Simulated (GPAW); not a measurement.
## WGe2N4 monolayer in an electric field

Aim: the dipole that a field along the normal induces in WGe2N4 monolayer.

Method: GPAW, PAW setups; layer in a repeated cell with vacuum, relaxation of atoms and in-plane cell, in the first sound run; inputs show where later runs differ, in GPAW 26.7.0.

Most raw output is cut from this account.

## Step 1: Starting point

The cell holds 7 atoms: 4 N, 2 Ge and 1 W. Cell: a = 3.020 Å, b = 3.020 Å, c = 25.364 Å, α = 90.0°, β = 90.0°, γ = 120.0°. Vacuum lies along c.

## Step 2: Relaxation

Forces are removed first; all later runs use this geometry.

Contents of run.py:

```python
import json
import numpy as np
from ase import Atoms
from ase.filters import FrechetCellFilter
from ase.optimize import BFGS
from gpaw import GPAW, PW

slab = Atoms(
    ['N', 'Ge', 'N', 'W', 'N', 'Ge', 'N'],
    positions=[
        [0.00000, 0.00000, 9.00000],
        [-0.00000, 1.74360, 9.58776],
        [-0.00000, 1.74360, 11.42776],
        [0.00000, 0.00000, 12.68226],
        [-0.00000, 1.74360, 13.93676],
        [-0.00000, 1.74360, 15.77676],
        [0.00000, 0.00000, 16.36453]],
    cell=[[3.02, 0.0, 0.0], [-1.51, 2.6154, 0.0], [0.0, 0.0, 25.3645]],
    pbc=[True, True, True])

slab.calc = GPAW(mode=PW(600), xc='PBE', kpts={'size': (12, 12, 1), 'gamma': True},
                 occupations={'name': 'fermi-dirac', 'width': 0.05}, nbands='200%',
                 convergence={'density': 1e-05}, maxiter=200,
                 symmetry={'tolerance': 1e-3}, txt='slab.txt')
result = {}
# The in-plane cell is free; stress needs a cell that repeats along all three vectors
path = []
opt = BFGS(FrechetCellFilter(slab, mask=[1, 1, 0, 0, 0, 1]), maxstep=0.2)
opt.attach(lambda: path.append((slab.get_potential_energy(), slab.positions.tolist(), slab.get_forces().tolist())))
result['relaxed'] = bool(opt.run(fmax=0.02, steps=45))
result['path'] = path
result['cell'] = slab.cell.tolist()
print('in-plane lattice', slab.cell.cellpar().round(4)[[0, 1, 5]])
energy = slab.get_potential_energy()
fermi = slab.calc.get_fermi_level()
v = slab.calc.get_electrostatic_potential().mean((0, 1)) - fermi
n = slab.calc.get_pseudo_density().mean((0, 1))
L = slab.cell[2, 2]
z = np.arange(len(v)) * L / len(v)
low, high = slab.positions[:, 2].min(), slab.positions[:, 2].max()
below, above = np.interp([low - 6.8, high + 6.8], z, v)
slopes = [np.interp(x, z, np.gradient(v, z)) for x in (low - 6.8, high + 6.8)]
eps = np.array([[slab.calc.get_eigenvalues(k, s) for k in range(len(slab.calc.get_ibz_k_points()))]
                for s in range(slab.calc.get_number_of_spins())]) - fermi
top, bottom = eps[eps < 0].max(), eps[eps > 0].min()
dipole = slab.get_dipole_moment()[2]
print(f'energy {energy:.4f} eV, Fermi level {fermi:.4f} eV, dipole {dipole:.5f} e A')
print(f'potential 6.8 A off the faces, from the Fermi level: lower {below:.4f} eV, upper {above:.4f} eV')
print(f'slope of the potential there: lower {slopes[0]:.5f}, upper {slopes[1]:.5f} eV/A')
print(f'nearest levels on the mesh: {top:.4f} and {bottom:.4f} eV')
print('magnetic moment', round(slab.get_magnetic_moment(), 3))
result.update(energy=energy, fermi=fermi, dipole=dipole, below=below, above=above, slopes=slopes, edges=[top, bottom],
              z=z.tolist(), v=v.tolist(), n=n.tolist(), positions=slab.positions.tolist(),
              forces=slab.get_forces(apply_constraint=False).tolist(), moments=slab.get_magnetic_moments().tolist())
json.dump(result, open('result.json', 'w'))
```

The run is started by

```sh
OMP_NUM_THREADS=1 OPENBLAS_NUM_THREADS=1 python run.py
```

Elapsed: 24 min, on 1 thread of Arm Neoverse V1, shared host; peak memory 0.51 GiB.

This step gave:

* dipole along the normal: 0.002053 e·Å
* levels nearest the Fermi level on the mesh: -0.8917, 0.8335 eV from the Fermi level

The electrostatic potential energy of an electron (without an applied field's), less the Fermi level, planar mean oscillates, so the rows of the table below give means over windows of 1.06 Å about each position, cut where the curve ends. Its maxima inside the range that stand out by 2 % of the span (Å: eV): 10.7: -0.449, 11.8: -9.53, 13.6: -9.53, 14.6: -0.452. Its minima: 9.5: -24.3, 11.4: -13.3, 12.7: -28.6, 13.9: -13.3, 15.9: -24.4.

Electrostatic potential energy of an electron (without an applied field's), less the Fermi level, planar mean against z; means over each step:

z (Å), electrostatic potential energy of an electron (without an applied field's), less the Fermi level, planar mean (eV) and a bar from the least value:
```
     0.53        4.7 ##############################
     1.59        4.7 ##############################
     2.65        4.7 ##############################
     3.71        4.7 ##############################
     4.77        4.7 ##############################
     5.83        4.7 ##############################
     6.89        4.7 ##############################
     7.95        2.3 ###########################
     9.01      -18.1 
    10.07      -11.6 #########
    11.13       -6.1 ################
    12.19      -17.7 
    13.25      -16.5 ##
    14.31       -5.4 #################
    15.37      -13.2 ######
    16.43      -16.6 ##
    17.49        2.8 ###########################
    18.55        4.7 ##############################
    19.61        4.7 ##############################
    20.67        4.7 ##############################
    21.73        4.7 ##############################
    22.79        4.7 ##############################
    23.85        4.7 ##############################
    24.91        4.7 ##############################
```

Pseudo valence density, planar mean against z:

```tsv
z (Å)	pseudo valence density, planar mean (e/Å³)
6.0	1.4e-4
6.5	7.3e-4
7.0	0.00382
7.5	0.0209
8.0	0.117
8.5	0.522
9.0	0.877
9.5	0.229
10.0	0.310
10.5	0.220
11.0	0.438
11.5	0.752
12.0	0.699
12.5	1.49
13.0	1.17
13.5	0.714
14.0	0.704
14.5	0.338
15.0	0.226
15.5	0.284
16.0	0.470
16.5	0.832
17.0	0.372
17.5	0.0730
18.0	0.0129
18.5	0.00235
19.0	4.7e-4
19.5	9.4e-5
```

The relaxation lowered the energy of the cell by 0.0795 eV (energies extrapolated to zero smearing; the optimiser's log prints free energies). The largest force left on a free atom is 0.0040 eV/Å.

## Step 3: The slab's potential

With the geometry fixed, the planar mean of the potential gives the vacuum level on each side.

This step: GPAW, PAW setups; slab in vacuum (GPAW 26.7.0).

The cell differs from the one that the last finished run ended in (c 25.364 → 25.595 Å).

Changes to run.py since step 2:

```diff
@@ -3,4 +3,2 @@
 from ase import Atoms
-from ase.filters import FrechetCellFilter
-from ase.optimize import BFGS
 from gpaw import GPAW, PW
@@ -11,24 +9,17 @@
         [0.00000, 0.00000, 9.00000],
-        [-0.00000, 1.74360, 9.58776],
-        [-0.00000, 1.74360, 11.42776],
-        [0.00000, 0.00000, 12.68226],
-        [-0.00000, 1.74360, 13.93676],
-        [-0.00000, 1.74360, 15.77676],
-        [0.00000, 0.00000, 16.36453]],
-    cell=[[3.02, 0.0, 0.0], [-1.51, 2.6154, 0.0], [0.0, 0.0, 25.3645]],
-    pbc=[True, True, True])
+        [0.00000, 1.72251, 9.67116],
+        [0.00000, 1.72251, 11.56526],
+        [-0.00000, -0.00000, 12.79728],
+        [-0.00000, 1.72251, 14.02929],
+        [0.00000, 1.72251, 15.92340],
+        [0.00000, -0.00000, 16.59456]],
+    cell=[[2.98348, -0.0, 0.0], [-1.49174, 2.58377, 0.0], [0.0, 0.0, 25.5946]],
+    pbc=[True, True, False])
 
-slab.calc = GPAW(mode=PW(600), xc='PBE', kpts={'size': (12, 12, 1), 'gamma': True},
+slab.calc = GPAW(mode=PW(500), xc='PBE', kpts={'size': (12, 12, 1), 'gamma': True},
                  occupations={'name': 'fermi-dirac', 'width': 0.05}, nbands='200%',
                  convergence={'density': 1e-05}, maxiter=200,
+                 poissonsolver={'dipolelayer': 'xy'},
                  symmetry={'tolerance': 1e-3}, txt='slab.txt')
 result = {}
-# The in-plane cell is free; stress needs a cell that repeats along all three vectors
-path = []
-opt = BFGS(FrechetCellFilter(slab, mask=[1, 1, 0, 0, 0, 1]), maxstep=0.2)
-opt.attach(lambda: path.append((slab.get_potential_energy(), slab.positions.tolist(), slab.get_forces().tolist())))
-result['relaxed'] = bool(opt.run(fmax=0.02, steps=45))
-result['path'] = path
-result['cell'] = slab.cell.tolist()
-print('in-plane lattice', slab.cell.cellpar().round(4)[[0, 1, 5]])
 energy = slab.get_potential_energy()
```

Run time: 79 s. Hardware: 1 thread; peak memory 0.28 GiB.

This step gave:

| Quantity | Value |
| --- | --- |
| dipole along the normal | 7.65e-4 e·Å |
| levels nearest the Fermi level on the mesh | -0.8941, 0.8368 eV from the Fermi level |
| upper work function | 4.726 eV |
| lower work function | 4.706 eV |
| upper ionisation energy | 5.620 eV |

The electrostatic potential energy of an electron (without an applied field's), less the Fermi level, planar mean oscillates, so the rows of the table below give means over windows of 1.04 Å about each position, cut where the curve ends. Its maxima inside the range that stand out by 2 % of the span (Å: eV): 10.9: -0.489, 11.9: -9.49, 13.7: -9.49, 14.7: -0.480. Its minima: 9.7: -24.3, 11.6: -13.4, 12.8: -28.6, 14.0: -13.4, 15.9: -24.2.

The electrostatic potential energy of an electron (without an applied field's), less the Fermi level, planar mean by z; means over each step:

```tsv
z (Å)	electrostatic potential energy of an electron (without an applied field's), less the Fermi level, planar mean (eV)
0.52	4.71
1.56	4.71
2.60	4.71
3.64	4.70
4.68	4.70
5.72	4.70
6.76	4.67
7.80	3.71
8.84	-12.1
9.88	-17.6
10.92	-3.14
11.96	-13.0
13.00	-22.1
14.04	-8.95
15.08	-5.11
16.12	-21.5
17.16	-3.04
18.20	4.46
19.24	4.71
20.28	4.72
21.32	4.72
22.36	4.72
23.40	4.73
24.44	4.73
25.48	4.72
```

Table of pseudo valence density, planar mean by z:

```tsv
z (Å)	pseudo valence density, planar mean (e/Å³)
6.0	1.0e-4
6.5	5.2e-4
7.0	0.00261
7.5	0.0143
8.0	0.0785
8.5	0.393
9.0	0.837
9.5	0.431
10.0	0.285
10.5	0.227
11.0	0.345
11.5	0.710
12.0	0.712
12.5	1.22
13.0	1.42
13.5	0.699
14.0	0.745
14.5	0.423
15.0	0.218
15.5	0.310
16.0	0.284
16.5	0.879
17.0	0.499
17.5	0.109
18.0	0.0191
18.5	0.00367
19.0	7.0e-4
19.5	1.3e-4
```

Force by atom:

```tsv
atom	x (eV/Å)	y (eV/Å)	z (eV/Å)	size
N1	0.0000	0.0000	-0.0262	0.0262
Ge2	0.0000	0.0000	0.0654	0.0654
N3	0.0000	0.0000	-0.0626	0.0626
W4	0.0000	0.0000	0.0000	0.0000
N5	0.0000	0.0000	0.0626	0.0626
Ge6	0.0000	0.0000	-0.0654	0.0654
N7	0.0000	0.0000	0.0262	0.0262
```

The layer is gapped, so the Fermi level lies somewhere inside the gap, set by smearing and numerics, and these work functions are no property of the material; the band edges below the vacuum level are. The potential is flat to 6.4e-4 eV/Å where it is read, so the vacuum is wide enough.

## Step 4: In a field

A uniform field along the normal polarises the slab; the atoms stay fixed, so this is the electronic response alone.

Changes to run.py since step 3:

```diff
@@ -4,2 +4,3 @@
 from gpaw import GPAW, PW
+from gpaw.external import ConstantElectricField
 
@@ -22,2 +23,3 @@
                  poissonsolver={'dipolelayer': 'xy'},
+                 external=ConstantElectricField(-0.2, [0, 0, 1]),
                  symmetry={'tolerance': 1e-3}, txt='slab.txt')
```

Wall time 4.4 min (1 thread); peak memory 0.63 GiB.

Numbers from this step:

* dipole along the normal: -0.07185 e·Å
* levels nearest the Fermi level on the mesh: -0.8911, 0.8396 eV from the Fermi level
* potential below the slab, the applied field's own ramp left out: 3.877 eV from the Fermi level
* potential above the slab, the applied field's own ramp left out: 5.564 eV from the Fermi level

The electrostatic potential energy of an electron (without an applied field's), less the Fermi level, planar mean oscillates, so the rows of the table below give means over windows of 1.04 Å about each position, cut where the curve ends. Its maxima inside the range that stand out by 2 % of the span (Å: eV): 10.9: -0.829, 11.9: -9.65, 13.7: -9.33, 14.7: -0.134. Its minima: 9.7: -24.8, 11.6: -13.6, 12.8: -28.6, 14.0: -13.1, 15.9: -23.7.

Electrostatic potential energy of an electron (without an applied field's), less the Fermi level, planar mean against z; means over each step:

```tsv
z (Å)	electrostatic potential energy of an electron (without an applied field's), less the Fermi level, planar mean (eV)
0.52	4.03
1.56	3.88
2.60	3.88
3.64	3.88
4.68	3.87
5.72	3.87
6.76	3.84
7.80	2.91
8.84	-12.8
9.88	-18.1
10.92	-3.48
11.96	-13.2
13.00	-22.0
14.04	-8.72
15.08	-4.70
16.12	-20.9
17.16	-2.29
18.20	5.29
19.24	5.55
20.28	5.56
21.32	5.56
22.36	5.56
23.40	5.56
24.44	5.56
25.48	5.40
```

Force by atom:

```tsv
atom	x (eV/Å)	y (eV/Å)	z (eV/Å)	size
N1	0.000	0.000	0.031	0.031
Ge2	0.000	0.000	-0.036	0.036
N3	-0.001	0.001	-0.016	0.016
W4	0.000	0.000	-0.006	0.006
N5	-0.001	0.001	0.108	0.108
Ge6	0.000	0.000	-0.166	0.166
N7	0.000	0.000	0.085	0.085
```

The dipole is now -0.0719 e Å, against 7.7e-4 in the run without a field.

## Step 5: In a field

Changes to run.py since step 4:

```diff
@@ -23,3 +23,3 @@
                  poissonsolver={'dipolelayer': 'xy'},
-                 external=ConstantElectricField(-0.2, [0, 0, 1]),
+                 external=ConstantElectricField(-0.1, [0, 0, 1]),
                  symmetry={'tolerance': 1e-3}, txt='slab.txt')
```

The job ended after 4.4 min (1 thread; peak memory 0.63 GiB).

This step gave:

| Item | Value |
| --- | --- |
| dipole along the normal | -0.03592 e·Å |
| levels nearest the Fermi level on the mesh | -0.8920, 0.8390 eV from the Fermi level |
| potential below the slab, the applied field's own ramp left out | 4.297 eV from the Fermi level |
| potential above the slab, the applied field's own ramp left out | 5.140 eV from the Fermi level |

The electrostatic potential energy of an electron (without an applied field's), less the Fermi level, planar mean oscillates, so the rows of the table below give means over windows of 1.04 Å about each position, cut where the curve ends. Its maxima inside the range that stand out by 2 % of the span (Å: eV): 10.9: -0.656, 11.9: -9.57, 13.7: -9.41, 14.7: -0.309. Its minima: 9.7: -24.5, 11.6: -13.5, 12.8: -28.6, 14.0: -13.2, 15.9: -24.0.

Electrostatic potential energy of an electron (without an applied field's), less the Fermi level, planar mean against z; means over each step:

z (Å), electrostatic potential energy of an electron (without an applied field's), less the Fermi level, planar mean (eV) and a bar from the least value:
```
     0.52        4.4 #############################
     1.56        4.3 #############################
     2.60        4.3 #############################
     3.64        4.3 #############################
     4.68        4.3 #############################
     5.72        4.3 #############################
     6.76        4.3 #############################
     7.80        3.3 ############################
     8.84      -12.5 ###########
     9.88      -17.8 #####
    10.92       -3.3 #####################
    11.96      -13.1 ##########
    13.00      -22.0 
    14.04       -8.8 ###############
    15.08       -4.9 ###################
    16.12      -21.2 #
    17.16       -2.7 #####################
    18.20        4.9 ##############################
    19.24        5.1 ##############################
    20.28        5.1 ##############################
    21.32        5.1 ##############################
    22.36        5.1 ##############################
    23.40        5.1 ##############################
    24.44        5.1 ##############################
    25.48        5.1 ##############################
```

Force by atom:

```tsv
atom	x (eV/Å)	y (eV/Å)	z (eV/Å)	size
N1	0.000	0.000	0.002	0.002
Ge2	0.000	0.000	0.015	0.015
N3	-0.001	0.001	-0.040	0.040
W4	0.000	0.000	-0.003	0.003
N5	-0.001	0.001	0.086	0.086
Ge6	0.000	0.000	-0.116	0.116
N7	0.000	0.000	0.056	0.056
```

The dipole is now -0.0359 e Å, against 7.7e-4 in the run without a field.

## Step 6: In a field

Changes to run.py since step 5:

```diff
@@ -23,3 +23,3 @@
                  poissonsolver={'dipolelayer': 'xy'},
-                 external=ConstantElectricField(-0.1, [0, 0, 1]),
+                 external=ConstantElectricField(-0.05, [0, 0, 1]),
                  symmetry={'tolerance': 1e-3}, txt='slab.txt')
```

The job ended after 4.5 min (1 thread; peak memory 0.63 GiB).

The electrostatic potential energy of an electron (without an applied field's), less the Fermi level, planar mean oscillates, so the rows of the table below give means over windows of 1.04 Å about each position, cut where the curve ends. Its maxima inside the range that stand out by 2 % of the span (Å: eV): 10.9: -0.568, 11.9: -9.53, 13.7: -9.45, 14.7: -0.395. Its minima: 9.7: -24.4, 11.6: -13.4, 12.8: -28.6, 14.0: -13.3, 15.9: -24.1.

The electrostatic potential energy of an electron (without an applied field's), less the Fermi level, planar mean by z; means over each step:

```tsv
z (Å)	electrostatic potential energy of an electron (without an applied field's), less the Fermi level, planar mean (eV)
0.52	4.55
1.56	4.51
2.60	4.51
3.64	4.51
4.68	4.50
5.72	4.50
6.76	4.47
7.80	3.52
8.84	-12.3
9.88	-17.7
10.92	-3.22
11.96	-13.0
13.00	-22.0
14.04	-8.89
15.08	-5.01
16.12	-21.4
17.16	-2.86
18.20	4.66
19.24	4.91
20.28	4.92
21.32	4.93
22.36	4.93
23.40	4.93
24.44	4.93
25.48	4.89
```

## Step 7: Field on

Changes to run.py since step 6:

```diff
@@ -23,3 +23,3 @@
                  poissonsolver={'dipolelayer': 'xy'},
-                 external=ConstantElectricField(-0.05, [0, 0, 1]),
+                 external=ConstantElectricField(0.05, [0, 0, 1]),
                  symmetry={'tolerance': 1e-3}, txt='slab.txt')
```

It took 4.5 min on 1 thread; peak memory 0.63 GiB.

The electrostatic potential energy of an electron (without an applied field's), less the Fermi level, planar mean oscillates, so the rows of the table below give means over windows of 1.04 Å about each position, cut where the curve ends. Its maxima inside the range that stand out by 2 % of the span (Å: eV): 10.9: -0.395, 11.9: -9.45, 13.7: -9.53, 14.7: -0.568. Its minima: 9.7: -24.1, 11.6: -13.3, 12.8: -28.6, 14.0: -13.4, 15.9: -24.4.

Electrostatic potential energy of an electron (without an applied field's), less the Fermi level, planar mean against z; means over each step:

z (Å), electrostatic potential energy of an electron (without an applied field's), less the Fermi level, planar mean (eV) and a bar from the least value:
```
     0.52        4.9 ##############################
     1.56        4.9 ##############################
     2.60        4.9 ##############################
     3.64        4.9 ##############################
     4.68        4.9 ##############################
     5.72        4.9 ##############################
     6.76        4.9 ##############################
     7.80        3.9 #############################
     8.84      -12.0 ###########
     9.88      -17.4 #####
    10.92       -3.1 #####################
    11.96      -13.0 ##########
    13.00      -22.1 
    14.04       -9.0 ###############
    15.08       -5.2 ###################
    16.12      -21.7 
    17.16       -3.2 #####################
    18.20        4.2 #############################
    19.24        4.5 ##############################
    20.28        4.5 ##############################
    21.32        4.5 ##############################
    22.36        4.5 ##############################
    23.40        4.5 ##############################
    24.44        4.5 ##############################
    25.48        4.6 ##############################
```

[end of part 1 of 2]

[Logs are printed without paths, hosts, clocks, repeated set-up lines and the standing remarks that a program may print on its own settings, such as how far it seeks lower states.]

[Hosts, paths, dates, database ids (printed as entryN), source tags and the programs' standing remarks are cut or masked in the printed files.]
